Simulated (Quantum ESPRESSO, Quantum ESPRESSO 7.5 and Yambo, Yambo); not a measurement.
**SnO2 (Cassiterite): G0W0 on several meshes in Yambo**

How does the mesh move the gap of SnO2 (Cassiterite)?

Method: PBE and many-body steps on it, plane waves, in Quantum ESPRESSO 7.5 and Yambo 5.3.0.

**1. The structure**

Symmetry: P4_2/mnm, No. 136, tetragonal system. The conventional cell has a = 4.738 Å, b = 4.738 Å, c = 3.187 Å, α = 90.00°, β = 90.00°, γ = 90.00°. Sn has 6 O at 2.05 to 2.06 Å nearest. O has 3 Sn at 2.05 to 2.06 Å nearest. Farther neighbours and most contacts between anions are not listed.

As a file:

```cif
data_structure
_symmetry_space_group_name_H-M 'P4_2/mnm'
_symmetry_Int_Tables_number 136
_cell_length_a 4.7380
_cell_length_b 4.7380
_cell_length_c 3.1865
_cell_angle_alpha 90.000
_cell_angle_beta 90.000
_cell_angle_gamma 90.000
_cell_volume 71.53
loop_
_atom_site_label
_atom_site_type_symbol
_atom_site_symmetry_multiplicity
_atom_site_Wyckoff_symbol
_atom_site_fract_x
_atom_site_fract_y
_atom_site_fract_z
_atom_site_occupancy
Sn1 Sn 2 a 0.00000 0.00000 0.00000 1
O1 O 4 f 0.30710 0.30710 0.00000 1
```

The cell and positions come from the Crystallography Open Database and are kept as given unless a step says otherwise.

**2. Empty states on the mesh, 4×4×4 mesh, 247 bands**

This step: Quantum ESPRESSO 7.5; DFT, PBE, plane waves, norm-conserving pseudopotentials.

The sums over transitions need many empty states on a uniform mesh; this step solves for them.

pw.in

```
&control
  calculation = 'nscf'
  prefix = 'x'
  outdir = 'o'
  pseudo_dir = 'pseudo'
/
&system
  ibrav = 0
  nat = 6
  ntyp = 2
  ecutwfc = 84.0
  nbnd = 247
  force_symmorphic = .true.
/
&electrons
  conv_thr = 1e-9
  electron_maxstep = 80
  diago_full_acc = .true.
  diago_thr_init = 5e-6
/
ATOMIC_SPECIES
  Sn 118.71 Sn.upf
  O 15.999 O.upf
CELL_PARAMETERS angstrom
  4.7380000000 0.0000000000 0.0000000000
  0.0000000000 4.7380000000 0.0000000000
  0.0000000000 0.0000000000 3.1865000000
ATOMIC_POSITIONS crystal
  Sn 0.0000000000 0.0000000000 0.0000000000
  Sn 0.5000000000 0.5000000000 0.5000000000
  O 0.3071000000 0.3071000000 0.0000000000
  O 0.1929000000 0.8071000000 0.5000000000
  O 0.6929000000 0.6929000000 0.0000000000
  O 0.8071000000 0.1929000000 0.5000000000
K_POINTS automatic
  4 4 4 0 0 0
```

The run is started by

```sh
$ OMP_NUM_THREADS=1 mpirun -n 4 pw.x -nk 4 -in pw.in > pw.out
```

What it wrote:

```text
Program PWSCF v.7.5 starts

     This program is part of the open-source Quantum ESPRESSO suite
     for quantum simulation of materials; please cite
         "P. Giannozzi et al., J. Phys.:Condens. Matter 21 395502 (2009);
         "P. Giannozzi et al., J. Phys.:Condens. Matter 29 465901 (2017);
         "P. Giannozzi et al., J. Chem. Phys. 152 154105 (2020);
     in publications or presentations arising from this work. More details at

     Atomic positions and unit cell read from directory:
     o/x.save/

     Message from routine setup:
[...]
45.2284  45.2284  46.1404  46.1404  46.5071  46.5071  48.8842  48.8842
     [... 19 further rows ...]
   116.6566 116.6566 118.1098 118.1098 118.1579 118.1579 119.5315 119.5315
   119.8166 119.8166 121.0532 121.0532 121.2233 121.2233 122.1072

          k = 0.0000 0.2500 0.0000 (  6268 PWs)   bands (ev):

     [... further k-points ...]

     highest occupied, lowest unoccupied level (ev):    11.2482   12.5370

     XML data file, pseudopotentials, collected wavefunctions

=------------------------------------------------------------------------------=
   JOB DONE.
=------------------------------------------------------------------------------=
```

Wall time 1.8 min (4 MPI ranks of Arm Neoverse V1, shared host); peak memory 0.75 GiB.

Numbers from this step:

```yaml
gap: 1.289 eV
k_of_the_valence_top: 0, 0, 0
k_of_the_conduction_bottom: 0, 0, 0
least_direct_gap: 1.289 eV
k_points_computed: 21
lowest_point_of_the_top_converged_band_above_the_valence_top: 109.8619 eV
```

On this mesh the gap is 1.289 eV.

The density comes from a self-consistent run that is not shown.

**3. Conversion and set-up**

This step: Yambo 5.3.0; conversion and set-up on PBE, plane waves, norm-conserving pseudopotentials.

The states are converted to the many-body program's format and the q mesh is built.

The run is started by

```sh
$ (cd o/x.save; p2y > p2y.log; mv SAVE ../..); yambo > setup.log
```

What it wrote:

```text
 Yambo, version 5.3.0

 [02] CORE Variables Setup
 =========================

  [02.01] Unit cells
  ==================

  Cell kind             :  Unknown
  Atoms in the cell     :  Sn  O
  number of Sn atoms    :  2
  number of O  atoms    :   4

  List of atomic masses
  Mass of Sn    :  118.7100
  Mass of O     :  15.99900

  List of atomic coordinates    : [cc]
  Sn1       :  0.000000  0.000000  0.000000  order 1
  Sn2       :  4.476761  4.476761  3.010806  order 2
  O1       :  2.749627  2.749627  0.000000  order 3
  O2       :  1.727134  7.226388  3.010806  order 4
[...]
K/Q-points units:
 rlu = crystal or reduced units; cc = cartesian coordinates; iku = interal k-units

 Q [ 1]         [rlu]:  0.000000  0.000000  0.000000
 Q [ 2]         [rlu]:  0.000000  0.000000  0.250000
 Q [ 3]         [rlu]:  0.000000  0.000000 -0.500000
[...]
Q [ 8]         [rlu]:  0.000000 -0.500000  0.250000
 Q [ 9]         [rlu]:  0.000000 -0.500000 -0.500000
 Q [10]         [rlu]:  0.250000  0.250000  0.000000
     [... 9 further rows ...]
 Q [20]         [rlu]: -0.250000  0.250000 -0.250000
 Q [21]         [rlu]: -0.250000  0.250000  0.500000

  [03.01] X indexes
  =================

   [03.01.01] Sigma indexes
   ========================

 [06] Game Over & Game summary
```

It took 3.1 s on 1 MPI rank; peak memory 0.25 GiB.

**4. 4×4×4**

G0W0 replaces the xc potential by the self-energy, built once from these orbitals. Only a window of levels is corrected, while the sums run over the empty bands that the input names.

This step: G0W0 on PBE, plane waves, norm-conserving pseudopotentials.

gw2.in

```
HF_and_locXC
gw0
dyson
ppa
em1d
rim_cut
RandQpts= 1000000
RandGvec= 1 RL
EXXRLvcs= 84 Ry
VXCRLvcs= 336 Ry
Chimod= "HARTREE"
% BndsRnXp
 1 | 121 |
%
NGsBlkXp= 9 Ry
% LongDrXp
 1 | 1 | 1 |
%
% GbndRnge
 1 | 121 |
%
DysSolver= "n"
ExtendOut
PPAPntXp= 27.21138 eV
% QPkrange
 1 | 1 | 33 | 36 |
%
```

The run is started by

```sh
$ OMP_NUM_THREADS=1 mpirun -n 4 yambo -F gw2.in -J gw2 -C gw2 > gw2.log
```

What it wrote:

```text
 Yambo, version 5.3.0

 [02] CORE Variables Setup
 =========================

  [... cell, symmetries and grids as in the set-up ...]

  [02.05] Energies & Occupations
  ==============================

  [X] === General ===
  [X] Electronic Temperature                        :  0.000000  0.000000 [eV K]
  [X] Bosonic    Temperature                        :  0.000000  0.000000 [eV K]
  [X] Finite Temperature mode                       : no
  [X] El. density                                   :  0.95062E+24 [cm-3]
  [X] Fermi Level                                   :  11.24816 [eV]

  [X] === Gaps and Widths ===
  [X] Conduction Band Min                           :  1.288876 [eV]
  [X] Valence Band Max                              :  0.000000 [eV]
  [X] Filled Bands                                  :   34
  [X] Empty Bands                                   :   35  247
  [X] Direct Gap                                    :  1.288876 [eV]
  [X] Direct Gap localized at k                     :  1
  [X] Indirect Gap                                  :  1.288876 [eV]
  [X] Indirect Gap between kpts                     :  1  1
  [X] Last valence band width                       :  1.252527 [eV]
  [X] 1st conduction band width                     :  5.193998 [eV]

 [03] Transferred momenta grid and indexing
 ==========================================

 IBZ Q-points                                      :  21
 BZ  Q-points                                      :   64

 K/Q-points units:
 rlu = crystal or reduced units; cc = cartesian coordinates; iku = interal k-units

 Q [ 1]         [rlu]:  0.000000  0.000000  0.000000
 Q [ 2]         [rlu]:  0.000000  0.000000  0.250000
 Q [ 3]         [rlu]:  0.000000  0.000000 -0.500000
 Q [ 4]         [rlu]:  0.000000  0.250000  0.000000
 Q [ 5]         [rlu]:  0.000000  0.250000  0.250000
 Q [ 6]         [rlu]:  0.000000  0.250000 -0.500000
 Q [ 7]         [rlu]:  0.000000 -0.500000  0.000000
 Q [ 8]         [rlu]:  0.000000 -0.500000  0.250000
 Q [ 9]         [rlu]:  0.000000 -0.500000 -0.500000
 Q [10]         [rlu]:  0.250000  0.250000  0.000000
     [... 9 further rows ...]
 Q [20]         [rlu]: -0.250000  0.250000 -0.250000
 Q [21]         [rlu]: -0.250000  0.250000  0.500000

 [04] Coloumb potential Random Integration (RIM)
 ===============================================

  [04.01] RIM initialization
  ==========================

  * Diagonal components only detected *

  8 x (sBL volume)        :  0.064232 [a.u.]
  sBZ random points       :  1000000
  Points outside the sBZ  :   7992674
  RL volume               :  0.513853 [a.u.]
  Integrated volume       :  0.514324 [a.u.]

  [04.02] RIM integrals
  =====================

  Gamma point sphere radius             :  0.072644 [a.u.]
  Points outside the sphere             :   799713
  [Int_sBZ(q=0) 1/q^2]*(Vol_sBZ)^(-1/3) =:  7.541870
                                 should be <:  7.795600

  Summary of Coulomb integrals for non-metallic bands |Q|[au] RIM/Bare

  Q [1] 0.100000E-4 0.967452 * Q [4] 0.175439 0.953374
  Q [19] 0.248108 0.995592 * Q [10] 0.248108 0.994735
  Q [2] 0.260860 1.178302 * Q [5] 0.314367 1.089818
  Q [7] 0.350878 0.993213 * Q [11] 0.360008 1.051976
  Q [20] 0.360008 1.053430 * Q [13] 0.392293 0.996431
  Q [8] 0.437222 1.022065 * Q [14] 0.471107 1.016278
  Q [16] 0.496216 0.999063 * Q [3] 0.521720 1.045184
  Q [6] 0.550427 1.036830 * Q [17] 0.560605 1.008497
  Q [12] 0.577710 1.030447 * Q [21] 0.577710 1.030360
  Q [9] 0.628734 1.021636 * Q [15] 0.652752 1.018623
  Q [18] 0.720015 1.012895

 [WARNING] [Xp] User bands 1-121 break level degeneracy

 [05] Dipoles
 ============

  [05.01] Setup: observables and procedures
  =========================================

  [WARNING] [x,Vnl] slows the Dipoles computation. To neglect it rename the ns.kb_pp file

 [06] Dynamic Dielectric Matrix (PPA)
 ====================================

 [WR./gw2//ndb.pp]---------------------------------------------------------------
  Brillouin Zone Q/K grids (IBZ/BZ)                :   21   64   21   64
  RL vectors                                       :   7807 [WF]
  Coulomb cutoff potential                         : none
  Electronic Temperature                           :  0.000000 [K]
  Bosonic    Temperature                           :  0.000000 [K]
  PPA    diel. fun.  energies                      : Perdew, Burke & Ernzerhof(X)+Perdew, Burke & Ernzerhof(C)
  wavefunctions                                    : Perdew, Burke & Ernzerhof(X)+Perdew, Burke & Ernzerhof(C)
  Global Gauge                                     : length
  X matrix size                                    :  233
  X band range                                     :    1  121
  X e/h energy range                               : -1.000000 -1.000000 [eV]
  X Time ordering                                  : R
  X Hxc Kernel                                     : HARTREE
  X Drude frequency                                :  0.000000  0.000000
  X poles                                          :  100.0000 [o/o]
  RL vectors in the sum                            :   7807
  [r,Vnl] included                                 : yes
  Field direction                                  :  0.577350E-5  0.577350E-5  0.577350E-5
  BZ energy Double Grid                            : no
  BZ energy DbGd points                            : 0
  BZ Q point size factor                           : -1.000000
  X Optical Averaged directions                    : none

 [07] Local Exchange-Correlation + Non-Local Fock
 ================================================

 [VXC] Plane waves :   50163
 [EXS] Plane waves :   6281

 QP @ state[ 1 ] K range:  1  1
 QP @ state[ 1 ] b range:   33   36

 [xc] Functional : Perdew, Burke & Ernzerhof(X)+Perdew, Burke & Ernzerhof(C)
 [xc] LIBXC used to calculate xc functional
  PP Number of Atomic Species                      :  2
  NLCC RL compoments                               :   50163
  PP Number of Atomic Species                      :  2
  NLCC RL compoments                               :   50163

 [xc] E_xc :  -50.05440 [Ha]
      E_xc :  -100.1088 [Ry]

  Local XC kind (lXC) : Perdew, Burke & Ernzerhof(X)+Perdew, Burke & Ernzerhof(C)
  Non-Local XC kind (nlXC) : Hartree-Fock

  Corrections @ K [1] :  [eV]
 <33|nlXC|33> = -25.49616 -0.37216E-17 <33|lXC|33> = -19.98046  0.94408E-16
 <34|nlXC|34> = -26.18291  0.10889E-16 <34|lXC|34> = -20.31378 -0.62041E-23
 <35|nlXC|35> = -12.63275  0.61482E-17 <35|lXC|35> = -16.49766  0.40569E-19
 <36|nlXC|36> = -10.66763  0.35746E-17 <36|lXC|36> = -16.29486  0.18884E-15

 [08] Dyson equation: Newton solver
 ==================================

  [08.01] G0W0 (W PPA)
  ====================

  [  GW  ] Bands range     :    1  121
  [GW/PPA] G damping       :  0.100000 [eV]

  QP @ state[ 1 ] K range:  1  1
  QP @ state[ 1 ] b range:   33   36

   Sc/G bands                                       :    1  121
   Sc/G damping                                     :  0.100000 ev
   Sc bands terminator                              : no
   Sx RL components                                 :   6281

   QP @ state[ 1 ] K range                          :  1  1
   QP @ state[ 1 ] b range                          :   33   36
   GF energies kind                                 : Perdew, Burke & Ernzerhof(X)+Perdew, Burke & Ernzerhof(C)
   GF WF`s kind                                     : Perdew, Burke & Ernzerhof(X)+Perdew, Burke & Ernzerhof(C)
   Xs energies kind                                 : Perdew, Burke & Ernzerhof(X)+Perdew, Burke & Ernzerhof(C)
   Xs WF`s kind                                     : Perdew, Burke & Ernzerhof(X)+Perdew, Burke & Ernzerhof(C)

 [11] Game Over & Game summary
```

Elapsed: 6.1 min, on 4 MPI ranks; peak memory 4 GiB.

This step gave:

```yaml
g0w0_gap_on_the_points_computed: 2.727 eV
starting_gap_on_the_mesh: 1.289 eV
k_of_the_valence_top: 0, 0, 0
k_of_the_conduction_bottom: 0, 0, 0
least_direct_g0w0_gap_on_the_computed_points: 2.727 eV
z_at_the_valence_top: 0.7874
z_at_the_conduction_bottom: 0.8407
```

The gap on the mesh goes from 1.29 eV to 2.73 eV, a correction of +1.44 eV.

**5. Empty states on the mesh, 2×2×4 mesh, 121 bands**

This step: Quantum ESPRESSO 7.5; DFT, PBE, plane waves, norm-conserving pseudopotentials.

Edit pw.in of step 2 so:

```diff
@@ -11,3 +11,3 @@
   ecutwfc = 84.0
-  nbnd = 247
+  nbnd = 121
   force_symmorphic = .true.
@@ -35,2 +35,2 @@
 K_POINTS automatic
-  4 4 4 0 0 0
+  2 2 4 0 0 0
```

The run is started by

```sh
$ OMP_NUM_THREADS=1 mpirun -n 4 pw.x -nk 4 -in pw.in > pw.out
```

What it wrote:

```text
[banner, memory and clock lines left out]
Program PWSCF v.7.5 starts

     Atomic positions and unit cell read from directory:
     o/x.save/

     Message from routine setup:
     using ibrav=0 with symmetry is DISCOURAGED, use correct ibrav instead

     G-vector sticks info

     bravais-lattice index     =            0
     lattice parameter (alat)  =       8.9535  a.u.
     unit-cell volume          =     482.7259 (a.u.)^3
     number of atoms/cell      =            6
     number of atomic types    =            2
     number of electrons       =        68.00
[...]
[... 4 further rows ...]
[...]
70.5184

          k = 0.0000 0.0000-0.7434 (  6274 PWs)   bands (ev):

  -116.6529-116.6529 -72.4818 -72.4818 -72.4387 -72.4387 -72.4385 -72.4385
[...]
45.2284  45.2284  46.1404  46.1404  46.5071  46.5071  48.8842  48.8842
     [... 4 further rows ...]
    67.5982  67.5982  67.6161  67.6161  68.7901  68.7901  69.1184  69.1184
    69.5131

          k = 0.0000-0.5000 0.0000 (  6250 PWs)   bands (ev):

     [... further k-points ...]

     highest occupied, lowest unoccupied level (ev):    11.2482   12.5370

     XML data file, pseudopotentials, collected wavefunctions
```

Elapsed: 19 s, on 4 MPI ranks; peak memory 0.49 GiB; 74 s of CPU time.

This step gave:

| Property | Result |
| --- | --- |
| gap | 1.289 eV |
| k of the valence top | 0, 0, 0 |
| k of the conduction bottom | 0, 0, 0 |
| least direct gap | 1.289 eV |
| k points computed | 9 |
| lowest point of the top converged band, above the valence top | 58.2650 eV |

On this mesh the gap is 1.289 eV.

**6. Conversion and set-up**

This step: Yambo 5.3.0; conversion and set-up on PBE, plane waves, norm-conserving pseudopotentials.

The run is started by

```sh
$ (cd o/x.save; p2y > p2y.log; mv SAVE ../..); yambo > setup.log
```

What it wrote:

```text
 Yambo, version 5.3.0

 [02] CORE Variables Setup
 =========================

  [02.01] Unit cells
  ==================

  Cell kind             :  Unknown
  Atoms in the cell     :  Sn  O
  number of Sn atoms    :  2
  number of O  atoms    :   4

  List of atomic masses
  Mass of Sn    :  118.7100
  Mass of O     :  15.99900

  List of atomic coordinates    : [cc]
  Sn1       :  0.000000  0.000000  0.000000  order 1
  Sn2       :  4.476761  4.476761  3.010806  order 2
  O1       :  2.749627  2.749627  0.000000  order 3
  O2       :  1.727134  7.226388  3.010806  order 4
[...]
==========================================

 IBZ Q-points                                      :   9
 BZ  Q-points                                      :  16

 K/Q-points units:
 rlu = crystal or reduced units; cc = cartesian coordinates; iku = interal k-units

 Q [1]          [rlu]:  0.000000  0.000000  0.000000
 Q [2]          [rlu]:  0.000000  0.000000  0.250000
 Q [3]          [rlu]:  0.000000  0.000000 -0.500000
[...]
Q [8]          [rlu]: -0.500000 -0.500000  0.250000
 Q [9]          [rlu]: -0.500000 -0.500000 -0.500000

  [03.01] X indexes
  =================

   [03.01.01] Sigma indexes
   ========================

 [06] Game Over & Game summary
```

It took 2.3 s on 1 MPI rank; peak memory 0.24 GiB.

(Continued in part 2 of 2.)

[Paths, hosts, dates, memory and timing lines, banners, echoed tables and standing remarks are left out of the program output.]

[Logs are printed without paths, hosts, clocks, repeated set-up lines and the standing remarks that a program may print on its own settings, such as how far it seeks lower states.]

[Runs of the session that timed out or met a known fault of the program may be left out.]

[Hosts, paths, dates, database ids (printed as entryN), source tags and the programs' standing remarks are cut or masked in the printed files.]
